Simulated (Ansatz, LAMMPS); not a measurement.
## Glassy 58SiO2-12Al2O3-15BaO-15Li2O (mol %) (102 atoms) in motion

How do the atoms of glassy 58SiO2-12Al2O3-15BaO-15Li2O (mol %) (102 atoms) move, and what local order do they keep?

Calculated with Ansatz 0.2.0; Kohn-Sham DFT, RPBE, PAW (set soft_2), plane waves.

## Step 1: Starting point

The cell holds 102 atoms: 19 Si, 8 Al, 5 Ba, 10 Li and 60 O. Cell: a = 10.930 Å, b = 10.930 Å, c = 10.930 Å, α = 90.0°, β = 90.0°, γ = 90.0°. 102 atoms (19 Si, 8 Al, 5 Ba, 10 Li, 60 O) placed at random at 2.98 g/cm³, melted at 4000 K for 10 ps at fixed volume with the Morse and Coulomb pair potential with partial charges (Pedone, Malavasi, Menziani, Cormack and Segre, J. Phys. Chem. B 110, 11780 (2006)). Quenched from 4000 K to 300 K at 10 K/ps and fixed volume, held 10 ps at zero pressure, then minimised at fixed cell.

Before any run, some limits are plain. The quench rate of 10 K/ps is many orders above laboratory rates, so the cell is likely richer in defects and strain than a real sample. The network of bonds at the start is that of the classical potential that made the cell, and needn't be the one that DFT or experiment would give. Sampling is at Γ alone, for a cell whose shortest periodic width is 11 Å. No spin–orbit coupling is included, so levels derived from the heavy atoms are approximate.

## Step 2: Dynamics at 600 K

A Nosé–Hoover thermostat steers the temperature while disturbing the dynamics little. The time step is 1.0 fs.

Contents of input.yaml:

```yaml
crystal:
  lattice:
    - [10.93005, 0.0, 0.0]
    - [0.0, 10.93005, 0.0]
    - [0.0, 0.0, 10.93005]
  atoms:
    - { symbol: Si, position: [0.86596, 0.18102, 0.42704] }
    - { symbol: Si, position: [0.68332, 0.7616, 0.61943] }
    - { symbol: Si, position: [0.86736, 0.81508, 0.83372] }
    - { symbol: Si, position: [0.13851, 0.04873, 0.04405] }
    [... 92 atom lines left out ...]
    - { symbol: O, position: [0.9061, 0.9523, 0.80283] }
    - { symbol: O, position: [0.69127, 0.87995, 0.53071] }
    - { symbol: O, position: [0.78791, 0.52694, 0.82897] }
    - { symbol: O, position: [0.99039, 0.73395, 0.82979] }
    - { symbol: O, position: [0.01737, 0.08235, 0.96181] }
    - { symbol: O, position: [0.16299, 0.45924, 0.54172] }
kpoints:
  mp_grid: { grid: [1, 1, 1] }
hamiltonian:
  xc: rpbe
scf:
  occupations: { method: fermi_dirac, width: 0.05 }
output:
  forces: true
md:
  timestep: 1.0
  n_steps: 202
  ensemble: nvt_nose_hoover
  temperature: 600
  initial_velocities: maxwell_boltzmann
  seed: 799
```

Run with:

```
ansatz run input.yaml --threads 4 --pin off --max-ram 8192MiB --backend cpu --events-out ev --progress --plain --runs-dir out
```

Elapsed: 27 min, on 4 threads of Arm Neoverse V1, shared host; peak memory 1.8 GiB.

The program notes that it switched symmetry off.

Rows from the run:

```
time (fs)  T (K)  potential (meV/atom)  conserved (meV/atom)
      0.0    600                   0.0                  0.00
     13.0    581                   2.5                  0.01
     27.0    452                  19.3                  0.04
     40.0    516                  11.7                  0.01
     54.0    541                   9.8                  0.05
     67.0    476                  19.6                  0.06
     81.0    510                  17.2                  0.05
     94.0    519                  18.2                  0.06
    108.0    543                  17.7                  0.05
    121.0    519                  22.8                  0.05
    135.0    600                  14.5                  0.03
    148.0    572                  19.6                  0.04
    162.0    571                  21.1                  0.05
    175.0    522                  28.3                  0.08
    189.0    561                  24.4                  0.06
    202.0    564                  25.1                  0.07
```

Mean square displacement from the first frame to the last: Si 0.055 Å², Al 0.058 Å², Ba 0.14 Å², Li 0.48 Å², O 0.11 Å².

Mean square displacement against time lag:

```
time lag (fs)  Al (Å²)  Ba (Å²)  Li (Å²)   O (Å²)  Si (Å²)
          1.0   5.0e-5   9.6e-6   1.8e-4   8.3e-5   5.0e-5
          9.0  0.00377   7.7e-4   0.0137  0.00615  0.00369
         13.0  0.00733  0.00160   0.0271   0.0117  0.00693
         21.0   0.0154  0.00410   0.0602   0.0241   0.0135
         30.0   0.0225  0.00819   0.0964   0.0361   0.0180
         38.0   0.0259   0.0129    0.120   0.0451   0.0198
         42.0   0.0270   0.0156    0.129   0.0492   0.0204
         51.0   0.0294   0.0223    0.143   0.0570   0.0219
         59.0   0.0318   0.0289    0.152   0.0618   0.0235
         63.0   0.0330   0.0325    0.157   0.0635   0.0246
         71.0   0.0351   0.0398    0.164   0.0670   0.0275
         80.0   0.0360   0.0483    0.168   0.0717   0.0311
         88.0   0.0355   0.0560    0.168   0.0765   0.0336
         92.0   0.0353   0.0599    0.168   0.0787   0.0345
        101.0   0.0365   0.0684    0.169   0.0832   0.0365
```

Over the second half of 202 fs the temperature averages 554 K with swings of 28 K r.m.s. The conserved energy stays within 0.08 meV/atom. From first frame to last Li has the largest mean square displacement, 0.48 Å² at the end; the farthest move is 1.29 Å. The run spans 0.20 ps, too short for its means to be equilibrium values.

## Step 3: Local order late in the run

The g(r) is a mean over the second half; what follows it is taken at the last frame.

Density 3.14 g/cm³, 12.80 Å³ an atom.

Mean of 14 frames. g(r), total and by pair (bins of 0.2 Å):

```
r (Å)  total   O-O  O-Si  O-Li  O-Al  O-Ba  Si-Si
 1.50   0.57  0.00  2.62  0.00  0.00  0.00   0.00
 1.70   2.90  0.00  9.81  0.89  6.95  0.00   0.00
 1.90   0.77  0.00  0.30  2.89  3.99  0.00   0.00
 2.10   0.26  0.00  0.02  2.23  0.00  0.00   0.00
 2.30   0.21  0.07  0.01  1.46  0.00  0.20   0.00
 2.50   0.67  1.27  0.03  0.74  0.00  1.66   0.00
 2.70   1.48  3.45  0.04  0.58  0.17  1.58   0.00
 2.90   1.19  1.96  0.07  0.57  0.27  2.19   1.39
 3.10   1.03  1.02  0.26  0.59  0.49  1.98   2.90
 3.30   0.96  0.66  0.70  0.72  0.75  1.54   1.82
 3.50   0.92  0.58  1.11  1.12  1.07  0.72   0.15
 3.70   1.00  0.74  1.21  1.00  1.40  1.07   0.31
 3.90   0.98  0.77  1.31  1.01  1.18  0.87   0.88
 4.10   1.16  0.75  2.04  1.25  1.42  0.55   0.52
 4.30   1.11  0.77  1.72  1.33  1.67  0.97   0.65
 4.50   0.99  0.79  1.19  1.15  1.40  1.15   0.62
 4.70   0.98  1.08  0.82  1.11  0.70  1.24   1.02
 4.90   0.93  1.21  0.55  1.02  0.55  1.07   1.35
 5.10   1.00  1.36  0.53  0.82  0.79  1.23   2.01
 5.30   0.96  1.27  0.61  0.78  0.80  1.05   1.12
```

Bonds by pair of elements; cutoffs follow the first minimum of g(r), held within bounds set by covalent radii, and pairs that aren't listed don't count as bonded:

```
pair A-B  cutoff (Å)  bonds  mean length (Å)  spread (Å)  shortest (Å)  B about A  A about B
    O-Si        2.16     77             1.66       0.062          1.55       1.28       4.05
    O-Li        2.58     39             2.10       0.214          1.79       0.65        3.9
    O-Al        2.27     32             1.78        0.07          1.64      0.533          4
    O-Ba        3.52     46             2.96       0.272          2.46      0.767        9.2
```

The cutoff for O-Ba falls short of the minimum of g(r), so counts run low and odd coordinations can be artefacts.

How many atoms have how many bonded neighbours:

```
element  mean   2   3   4  5  7  9  10  11
     Al     4   0   0   8  0  0  0   0   0
     Ba   9.2   0   0   0  0  1  2   1   1
     Li   3.9   0   2   7  1  0  0   0   0
      O  3.23  10  28  20  2  0  0   0   0
     Si  4.05   0   0  18  1  0  0   0   0
```

Bond angles (no mean is given where the spread exceeds 20°):

```
  angle  count  mean (°)  spread (°)
 O-Si-O    118       109        10.5
Ba-O-Si     58       103        16.2
 O-Li-O     58         -           -
 O-Al-O     48       109         8.3
Li-O-Si     37       112          16
```

Oxygen atoms by the number of network formers (Si, P, Ge, B, Al, As, Ga) bound to them:

```
network formers bound to O  O atoms  per cent
                         0        0         0
                         1       12        20
                         2       47      78.3
                         3        1       1.7
```

Network units: each former by its oxygen neighbours and how many of them bridge to another former:

```
former  O neighbours  bridging O  atoms
    Si             4           2      2
    Si             4           3      6
    Si             4           4     10
    Si             5           5      1
    Al             4           3      2
    Al             4           4      6
```

Bond length by coordination (bonds to H left out):

```
element  coordination  atoms  mean bond length (Å)
     Ba             7      1                  2.98
     Ba             9      2                  2.92
     Ba            10      1                  2.95
     Ba            11      1                  3.01
     Li             3      2                  2.01
     Li             4      7                  2.12
     Li             5      1                  2.10
      O             2     10                  1.69
      O             3     28                  2.00
      O             4     20                  2.22
      O             5      2                  2.27
     Si             4     18                  1.65
     Si             5      1                  1.75
```

Rings of the network by King's shortest-path rule, up to 12 atoms, one path for each pair of neighbours; H, halogens, alkali and alkaline-earth atoms are left out, and the last column divides by all other atoms, bonded or not:

```
ring size (atoms)  rings  per network atom
                6      3             0.034
                8      8             0.092
               10      1             0.011
               12     10             0.115
```

The O-Si-O angle averages 109° with a spread of 10°. 78 % of the oxygens bridge two formers (Si and Al) and 20 % are non-bridging; 2 % join three. The commonest Si unit has 4 oxygens, 4 of them shared with other formers (10 of 19 atoms). Rings of 12 atoms are the most common (45 % of those counted); sizes run from 6 to 12, where the search stops.

## Step 4: Single point at the last frame

The last frame is solved again with fuller output, to read the electronic structure of a thermally displaced geometry.

Contents of input.yaml:

```yaml
crystal:
  lattice:
    - [10.93005, 0.0, 0.0]
    - [0.0, 10.93005, 0.0]
    - [0.0, 0.0, 10.93005]
  atoms:
    - { symbol: Si, position: [0.8675, 0.18507, 0.40583] }
    - { symbol: Si, position: [0.66434, 0.78474, 0.62245] }
    - { symbol: Si, position: [0.86719, 0.81732, 0.82738] }
    - { symbol: Si, position: [0.12811, 0.0416, 0.04186] }
    [... 92 atom lines left out ...]
    - { symbol: O, position: [0.90912, 0.94363, 0.7573] }
    - { symbol: O, position: [0.67087, 0.92415, 0.5598] }
    - { symbol: O, position: [0.79706, 0.50977, 0.85965] }
    - { symbol: O, position: [0.98372, 0.71757, 0.82785] }
    - { symbol: O, position: [0.99784, 0.06696, 0.95326] }
    - { symbol: O, position: [0.12393, 0.4695, 0.51683] }
kpoints:
  mp_grid: { grid: [1, 1, 1] }
hamiltonian:
  xc: rpbe
scf:
  occupations: { method: fermi_dirac, width: 0.05 }
output:
  forces: true
  stress: true
  populations: true
  dos:
    method: { smearing: { sigma: 0.08 } }
    de: 0.1
    projected: { site_lists: { Al: [Al], Ba: [Ba], Li: [Li], O: [O], Si: [Si] } }
  eigenvalues: true
  write_density: true
  write_potential: true
  volumetric_format: npy
```

It took 27 s on 4 threads; peak memory 1.7 GiB; 1.7 min of CPU time.

The run gave:

```yaml
free_energy: -82583.3669 eV
free_energy_per_atom: -809.6409 eV/atom
scf_cycles: 10
pressure: 4.584 GPa
r_m_s_force_component: 1.144 eV/Å
longest_force: 5.022 eV/Å
fermi_energy: 6.948 eV
spacing_of_highest_filled_and_lowest_empty_level: 3.549 eV
spilling_of_the_projection: 0.01234
```

Length of the force by element:

```
element  coordination  atoms  mean length of the force (eV/Å)  spread  least   most
     Al           all      8                             2.41   0.848   1.49   4.18
     Ba           all      5                            0.615   0.268  0.194  0.978
     Li           all     10                            0.784   0.335  0.294   1.17
      O           all     60                             1.57   0.849  0.150   3.80
     Si           all     19                             2.55    1.13  0.519   5.02
```

Löwdin charges by element (they lack the spilled electrons, 0.065 e an atom on average):

```
element  coordination  atoms  mean charge (e)  spread  least    most
     Al           all      8             1.28  0.0538   1.19    1.34
     Ba           all      5             1.90  0.0151   1.88    1.92
     Li           all     10            0.806  0.0175  0.778   0.835
      O           all     60           -0.882  0.0769  -1.13  -0.767
     Si           all     19             1.67  0.0586   1.53    1.75
```

Density of states as counts of states in windows of 1 eV (from the Fermi level), total and the larger projections:

```
from (eV)  to (eV)  total   O p  Si p  Ba p
      -14      -13   13.4   0.5   0.1  12.6
      -13      -12   16.8   1.0   0.1  15.2
      -12      -11    7.6   5.0   0.4   0.1
      -11      -10   11.2   7.6   0.6   0.1
      -10       -9   11.9   8.4   1.1   0.1
       -9       -8   27.2  20.3   3.5   0.1
       -8       -7   31.6  24.4   3.7   0.1
       -7       -6   42.1  34.2   3.3   0.2
       -6       -5   64.0  56.3   2.3   0.3
       -5       -4   66.2  61.2   1.4   0.3
       -4       -3   69.6  65.7   0.9   0.2
       -3       -2   25.4  23.9   0.3   0.1
       -2       -1    3.0   2.8   0.0   0.0
       -1        1    0.0   0.0   0.0   0.0
        1        2    2.0   0.1   0.1   0.0
        2        3    1.0   0.1   0.1   0.0
        3        4   24.1   2.3   3.0   0.0
        4        5   38.3   3.3   6.0   0.0
```

The curve was stored every 0.100 eV, coarse against its broadening of 0.08 eV, so these counts are rough.

Between -26 and -14 eV lie 120 more states.

The stored curve holds about 510 of the 540 electrons; the rest, give or take the few that broadening carries across the Fermi level, lie in deeper levels below its range.

The levels nearest the highest filled one (over half full), pooled over k-points and spins:

```
level less the highest filled one (eV)  occupation
                                -0.661           2
                                -0.620           2
                                -0.581           2
                                -0.378           2
                                -0.228           2
                                     0           2
                                  3.55           0
                                  4.77           0
                                  4.97           0
                                  5.03           0
                                  5.13           0
                                  5.27           0
```

Mean Löwdin charges: Al +1.28, Ba +1.90, Li +0.81, O -0.88, Si +1.67 e (they miss 1.2 % of the electrons, so they add up to more than the cell's charge).

## Step 5: Results

| Item | Value |
| --- | --- |
| mean temperature, second half | 554.2 K |
| temperature swing, second half | 28.23 K |
| slope of the conserved energy against time, by least squares | 0.1534 meV/atom/ps |
| free energy per atom | -809.6409 eV/atom |
| pressure | 4.584 GPa |
| r.m.s. force component | 1.144 eV/Å |
| gap (highest filled to lowest empty level) | 3.549 eV |
| wall time of the 2 DFT runs | 27 min |

In words: Over the second half of 202 fs the temperature averages 554 K with swings of 28 K r.m.s. The conserved energy stays within 0.08 meV/atom. The run spans 0.20 ps, too short for its means to be equilibrium values. 78 % of the oxygens bridge two formers (Si and Al) and 20 % are non-bridging; 2 % join three. Between filled and empty levels lie 3.55 eV (at Γ alone); a semilocal functional tends to put such gaps too low. In a disordered cell it changes from sample to sample, and tail or defect levels can set it.

What to keep in mind: The pressure of 4.6 GPa is that of one thermal frame at a volume set beforehand, without the kinetic term.

[Logs are printed without paths, hosts, clocks, repeated set-up lines and the standing remarks that a program may print on its own settings, such as how far it seeks lower states.]

[Hosts, paths, dates, database ids (printed as entryN), source tags and the programs' standing remarks are cut or masked in the printed files.]
